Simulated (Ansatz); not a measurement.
# A failed many-body run on Ta2O5 (Pmmn)

Aim: the G0W0 gap of Ta2O5 (Pmmn). The first input has a fault.

Calculated with Ansatz 0.2.0; G0W0 on LDA, plane waves, PAW; PAW set soft_1.

**1. Set-up**

It takes space group Pmmn (No. 59, orthorhombic). Conventional cell: a = 3.841 Å, b = 13.037 Å, c = 3.874 Å, α = 90.00°, β = 90.00°, γ = 90.00°. Nearest to Ta lie 6 O at 1.88 to 2.21 Å. O has 3 Ta at 1.99 to 2.21 Å nearest. Nearest to O lie 2 Ta at 1.88 to 2.00 Å. Nearest to O lie 2 Ta at 1.90 Å. Farther neighbours and most contacts between anions are not listed.

The cell and positions are those that the Materials Project relaxed with its own functionals (PBE, PBE+U or r2SCAN), kept fixed. Spin-orbit coupling is left out unless a step names it.

**2. First try**

File input.yaml:

```yaml
crystal:
  lattice:
    - [3.84085413, 0.0, 0.0]
    - [0.0, 13.0373230544, 0.0]
    - [0.0, 0.0, 3.8741645114]
  atoms:
    - { symbol: Ta, position: [0.0, 0.14579693, 0.02271197] }
    - { symbol: Ta, position: [0.5, 0.35420307, 0.97728803] }
    - { symbol: Ta, position: [0.5, 0.64579693, 0.97728803] }
    - { symbol: Ta, position: [0.0, 0.85420307, 0.02271197] }
    - { symbol: O, position: [0.5, 0.18522554, 0.00205837] }
    - { symbol: O, position: [0.0, 0.31477446, 0.99794163] }
    - { symbol: O, position: [0.0, 0.68522554, 0.99794163] }
    - { symbol: O, position: [0.5, 0.81477446, 0.00205837] }
    - { symbol: O, position: [0.0, 0.85107074, 0.50764741] }
    - { symbol: O, position: [0.5, 0.64892926, 0.49235259] }
    - { symbol: O, position: [0.5, 0.35107074, 0.49235259] }
    - { symbol: O, position: [0.5, 0.5, 0.99500122] }
    - { symbol: O, position: [0.0, 0.0, 0.00499878] }
    - { symbol: O, position: [0.0, 0.14892926, 0.50764741] }
kpoints:
  mp_grid: { grid: [4, 2, 4] }
hamiltonian:
  xc: lda
  pseudopotentials: { kind: paw, azcp: { folder: soft_1 }, xc_functional: pbe }
scf:
  occupations: { method: fermi_dirac, width: 1.0 }
gw:
  n_empty_bands: 204
  ecut_chi: 60
  qp_bands: [v4, c4]
  qp_kpoints: band_edges
  screening: { model: contour_deformation }
```

Run with:

```
$ ansatz run input.yaml --threads 2 --pin off --max-ram 92160MiB --backend cuda --events-out ev --progress --plain --runs-dir out --devices 1 --max-vram 13GiB
```

Numbers of over 12 decimals in the logs are rounded to 6 here.

The program printed:

```text
band count auto-derived: 100 (N_el = 112.0; filled up to band 56; 70 by the electrons, moments and atoms)
GPUs: using 1 of 1 available (devices: 1).
Engine: ansatz 0.2.0, x86_64-unknown-linux-gnu
Pseudopotentials: kind: paw
Pseudopotential: Ta, paw, valence charge 13, recommended cutoff 420 eV (normal), soft_1/Ta.paw.azcp
Pseudopotential: O, paw, valence charge 6, recommended cutoff 420 eV (normal), soft_1/O.paw.azcp
Functional definition: SPW92
  exchange = slater_x
  correlation = pw_c
device memory: the entry about to start is reckoned to put 3.1 GiB on a device that reports 37.8 GiB free (of which the cap on the GPU budget leaves the run 13.0 GiB)
GPU FFT provider: cuFFT
GPU libraries: cuBLAS 13.8.2, cuFFT 12.4.0, cuSOLVER 12.3.4
Crystal: 14 atoms, lattice volume = 193.997 Å³
Basis set: ecut = 420 eV, 3823 PW (Γ)
Bands: 100, of which v1, the nominal top of the filled ones, is band 56 counted from 1 (55 counted from 0)
Symmetry: 8 space group operations
Space group: Pmmn (ITA 59), of the structure as read, at distance tolerance 5.8e-5 Å
k-points: 18 of 32
Non-local potential: Ta, projectors of the file, l = 0: 3, l = 1: 2, l = 2: 2, l = 3: 1
Non-local potential: O, projectors of the file, l = 0: 2, l = 1: 2, l = 2: 1
PAW form: soft (Blöchl's): semilocal exchange-correlation on the pseudo side does not see the compensation charge
PAW frozen core: Ta, regenerated for the run's functional, and the local potential with it (the file was generated under x = pbe(κ = 0.804, μ = 0.219515), c = pbe(β = 0.066725))
PAW frozen core: O, regenerated for the run's functional, and the local potential with it (the file was generated under x = pbe(κ = 0.804, μ = 0.219515), c = pbe(β = 0.066725))
PAW one-centre angular grid: Ta, 590 points (default); XC on 64 Gauss nodes
PAW one-centre angular grid: O, 110 points (default); XC on 64 Gauss nodes
Initial density: superposition of atomic densities (chi_scale 0.1, normalization cell, long waves kept (reshape's long-wave potential 0.02 eV rms))
Initial wavefunctions: pseudopotential atomic-orbital guess
GPU buffer pool allocated for 65610 grid points (all kernels)
GPU transforms: local potential and band sums: pruned to the plane-wave sphere, on 25×90×25
Functional: x = slater, c = lda
SCF iter   1: F=—  HF=-44305.762440 eV  |F-HF|=—  |Δ(HF+E_count)|=         —  Δρ=5.39e-2  dr2=5.05e0  ethr=3.10e-3  ⟨swp⟩=5.6  Hψ=7174  notcnv=0
preconditioner: auto → LDOS  [insulator: Δε(μ)=2.668 eV  Ē_g=17.278 eV  σ=1.000 eV  W_gap=0.56  n_scr=50 (ndim 8)  ℏωp=23.8 eV  f_vac=0.086  D(μ)=2.69/eV (n_scr^D=6)  ε∞_Penn≈2.9  β→1.0]
SCF iter   2: F=—  HF=-44304.655207 eV  |F-HF|=—  |Δ(HF+E_count)|=    1.11e0  Δρ=2.80e-2  dr2=1.05e0  ethr=3.10e-3  ⟨swp⟩=2.0  Hψ=3222  notcnv=0
SCF iter   3: F=—  HF=-44304.280300 eV  |F-HF|=—  |Δ(HF+E_count)|=   3.75e-1  Δρ=7.89e-3  dr2=9.66e-2  ethr=9.36e-4  ⟨swp⟩=2.0  Hψ=2511  notcnv=0
SCF iter   4: F=—  HF=-44304.257555 eV  |F-HF|=—  |Δ(HF+E_count)|=   2.27e-2  Δρ=8.91e-4  dr2=1.73e-3  ethr=8.63e-5  ⟨swp⟩=2.5  Hψ=2589  notcnv=0
SCF iter   5: F=—  HF=-44304.257125 eV  |F-HF|=—  |Δ(HF+E_count)|=   4.31e-4  Δρ=1.51e-4  dr2=3.83e-5  ethr=1.55e-6  ⟨swp⟩=2.3  Hψ=2907  notcnv=0
SCF iter   6: F=—  HF=-44304.257123 eV  |F-HF|=—  |Δ(HF+E_count)|=   1.62e-6  Δρ=4.31e-5  dr2=2.76e-6  ethr=3.42e-8  ⟨swp⟩=2.4  Hψ=3096  notcnv=0
SCF iter   7: F=-44304.257123 eV  HF=-44304.257123 eV  |F-HF|=1.49e-8  |Δ(HF+E_count)|=   4.55e-8  Δρ=7.97e-6  dr2=7.00e-8  ethr=8.93e-11  ⟨swp⟩=5.7  Hψ=6275  notcnv=0
SCF 1 converged in 7 iterations: F = -44304.257123 eV  dr2 = 7.00e-8
[...]
device memory: the entry about to start is reckoned to put 3.7 GiB (of the 3.8 GiB reckoned in all, the device holds 0.1 GiB already) on a device that reports 38.2 GiB free (of which the cap on the GPU budget leaves the run 12.9 GiB)
NSCF: frozen V_eff on 18 k-points
[...]
device memory: the entry about to start is reckoned to put 3.2 GiB on a device that reports 38.3 GiB free (of which the cap on the GPU budget leaves the run 13.0 GiB)
NSCF: frozen V_eff on 18 k-points
SCF converged after 7 iterations
Free energy (F): -44304.257123 eV
Harris-Foulkes:  -44304.257123 eV  (|F-HF|=1.49e-8)
Internal energy: -44293.505329 eV  (E = F + TS)
E sigma→0 (E₀):  -44298.881226 eV
Entropy (-TS):   -10.751794 eV (-767.985 meV/atom)
Fermi energy:    8.154398 eV
--- Per-component energies (eV) ---
  E_band       = -1123.038902
  E_kinetic    = 3229.556668
  E_local      = -8852.963539  (includes V_loc(G=0)·N_el)
  E_nonlocal   = 530.249509
  E_hartree    = 3335.509133
  E_xc         = -1965.076097
  E_vxc        = -1824.444002  (∫ρ·V_xc dr)
  E_paw        = -33750.982439  (= ΣΔE_a)
  E_vpaw       = -876.467310  (= ΣTr[D̂ρ^β])
  E_aug_tail   = 0.008427  (compensation charges beyond the density's cutoff)
  E_ewald      = -6821.812195
  E_core_change = 2.005203  (= ΣΔE_core)
  E_smearing   = -10.751794  (= −TS)
  E_closure    = -0.000000  (closes the sum)
  Σ components = -44304.257123   (vs F -44304.257123, Δ=0.00e0)
--- Band table (eV; the first three rows and the last of 18) ---
  k-point 0: bands = [... 52 lower, 5.4747, 5.6003, 5.6635, 5.7587, 9.0788, 9.0946, 9.5208, 9.5419, ... 40 higher]
  k-point 1: bands = [... 52 lower, 5.0426, 5.2357, 5.7178, 5.8800, 10.5131, 10.6754, 10.7343, 10.7964, ... 40 higher]
  k-point 2: bands = [... 52 lower, 4.8271, 5.1110, 6.0737, 6.0893, 10.9877, 11.1060, 12.1113, 12.1755, ... 40 higher]
  k-point 17: bands = [... 52 lower, 6.2543, 6.2543, 6.3602, 6.3602, 10.0921, 10.0921, 11.8300, 11.8300, ... 40 higher]
```

Wall time 19 s (1 × NVIDIA H100 80GB HBM3 (shared by 6 runs) with 2 threads of AMD EPYC 7R13 (Zen 3), shared host); peak memory 1.2 GiB.

**What went wrong?**

The self-consistent loop converged; the step after it was not made.

The fault: smeared occupations of electronvolts. A wide smearing fills conduction states and empties valence ones, so the start is no longer the insulator.

**3. A better input**

G0W0 replaces the xc potential by the self-energy, built once from these orbitals. Only a window of levels is corrected, while the sums run over the empty bands that the input names. This step takes PAW set soft_1 files.

Changes to input.yaml since step 2:

```diff
@@ -26,6 +26,6 @@
 scf:
-  occupations: { method: fermi_dirac, width: 1.0 }
+  occupations: { method: fixed }
 gw:
-  n_empty_bands: 204
-  ecut_chi: 60
+  n_empty_bands: 155
+  ecut_chi: 50
   qp_bands: [v4, c4]
```

The program printed:

```text
GPUs: using 1 of 1 available (devices: 1).
[...]
GPU FFT provider: cuFFT
GPU libraries: cuBLAS 13.8.2, cuFFT 12.4.0, cuSOLVER 12.3.4
Crystal: 14 atoms, lattice volume = 193.997 Å³
Basis set: ecut = 420 eV, 3823 PW (Γ)
Bands: 70, of which v1, the nominal top of the filled ones, is band 56 counted from 1 (55 counted from 0)
[... 1 set-up line as in the run before ...]
[...]
k-points: 18 of 32
[...]
GPU buffer pool allocated for 65610 grid points (all kernels)
[...]
SCF iter   1: F=—  HF=-44302.657111 eV  |F-HF|=—  |Δ(HF+E_count)|=         —  Δρ=6.30e-2  dr2=6.81e0  ethr=3.10e-3  ⟨swp⟩=3.9  Hψ=4050  notcnv=0  defer=174
[...]
SCF iter  10: F=-44300.938448 eV  HF=-44300.938448 eV  |F-HF|=1.70e-8  |Δ(HF+E_count)|=   8.84e-7  Δρ=4.60e-6  dr2=5.71e-8  ethr=8.93e-11  ⟨swp⟩=10.1  Hψ=4890  notcnv=0
SCF 1 converged in 10 iterations: F = -44300.938448 eV  dr2 = 5.71e-8
[...]
0    53      5.7607   -24.9214     4.6870   -20.1598  0.7329     5.6860     5.6861  root
     0    54      5.8359   -27.1450     4.9397   -22.1617  0.7477     5.7921     5.7922  root
     0    55      5.9144   -25.3083     4.6562   -20.6197  0.7374     5.8819     5.8819  root
     0    56      5.9810   -27.7621     5.0052   -22.7263  0.7521     5.9503     5.9503  root
     0    57      8.8096   -13.0774    -4.1327   -18.7842  0.8011    10.4200    10.3837  root
     0    58      8.8366   -13.1978    -4.0507   -18.8154  0.8006    10.4390    10.4035  root
     0    59      9.2338   -13.3730    -4.3273   -19.3263  0.7964    10.9032    10.8599  root
     0    60      9.2645   -13.4236    -4.2776   -19.3252  0.7962    10.9305    10.8885  root
[...]
17    57      9.7562   -13.6200    -4.5142   -19.8157  0.7887    11.4893    11.4377  root
    17    58      9.7562   -13.6200    -4.5142   -19.8157  0.7887    11.4893    11.4377  root
    17    59     11.5351   -15.0101    -4.9555   -21.7465  0.7571    13.3978    13.3160  root
    17    60     11.5351   -15.0101    -4.9555   -21.7465  0.7571    13.3978    13.3160  root
[key lines of the parts left out:]
SCF converged after 10 iterations
Free energy (F): -44300.938448 eV
Fermi energy:    6.595912 eV
```

It took 26 s on 1 × NVIDIA H100 80GB HBM3 (shared by 6 runs) with 2 threads; peak memory 1.4 GiB; 37 s of CPU time.

Numbers from this step:

- bands summed: 211
- RPA ε∞ on this mesh (eigenvalues): 4.698, 4.916, 7.140
- plane waves in the screening matrix: 139
- q-points in the mesh: 32
- G0W0 gap on the mesh: 3.789 eV
- k of the valence top: -0.5, -0.5, -0.5
- k of the conduction bottom: 0, 0, 0
- starting gap on the mesh: 2.214 eV
- Z at the valence top: 0.7415
- Z at the conduction bottom: 0.8011
- least direct G0W0 gap on the computed points: 4.433 eV

The gap on the mesh goes from 2.21 eV to 3.79 eV, a correction of +1.58 eV. Between the two edge states, bare exchange in place of the xc potential would open the gap by 10.71 eV, and correlation takes back 9.13 eV.

**4. Results**

```json
{"first try": "the many-body step was refused after 19 s", "better run": "G0W0 gap on the mesh 3.79 eV (4×2×4 mesh, 155 empty bands, screening to 50 eV, PAW set soft_1 files)"}
```

What this shows: The second run differs in: empty bands, screening cutoff (eV) and smearing (eV). Bands and cutoff are finite, so the gap is not at the basis limit. The miss can reach some tenths of an eV and take either sign; the mesh is an error of its own. The 4×2×4 mesh is coarse for this cell (its supercell is 15 Å along the shortest edge). The RPA ε∞ on it, from the LDA start, is 4.70, 4.92 and 7.14; such meshes misread the long-range screening, most where the gap is narrow. The many-body steps are scalar-relativistic: spin-orbit coupling is not in them.

[Paths, hosts, dates, memory and timing lines, banners, echoed tables and standing remarks are left out of the program output.]

[Logs are printed without paths, hosts, clocks, repeated set-up lines and the standing remarks that a program may print on its own settings, such as how far it seeks lower states.]

[Runs of the session that timed out or met a known fault of the program may be left out.]

[Cells called generated may have been cut or substituted from an entry of the Crystallography Open Database or the Materials Project.]

[Hosts, paths, dates, database ids (printed as entryN), source tags and the programs' standing remarks are cut or masked in the printed files.]
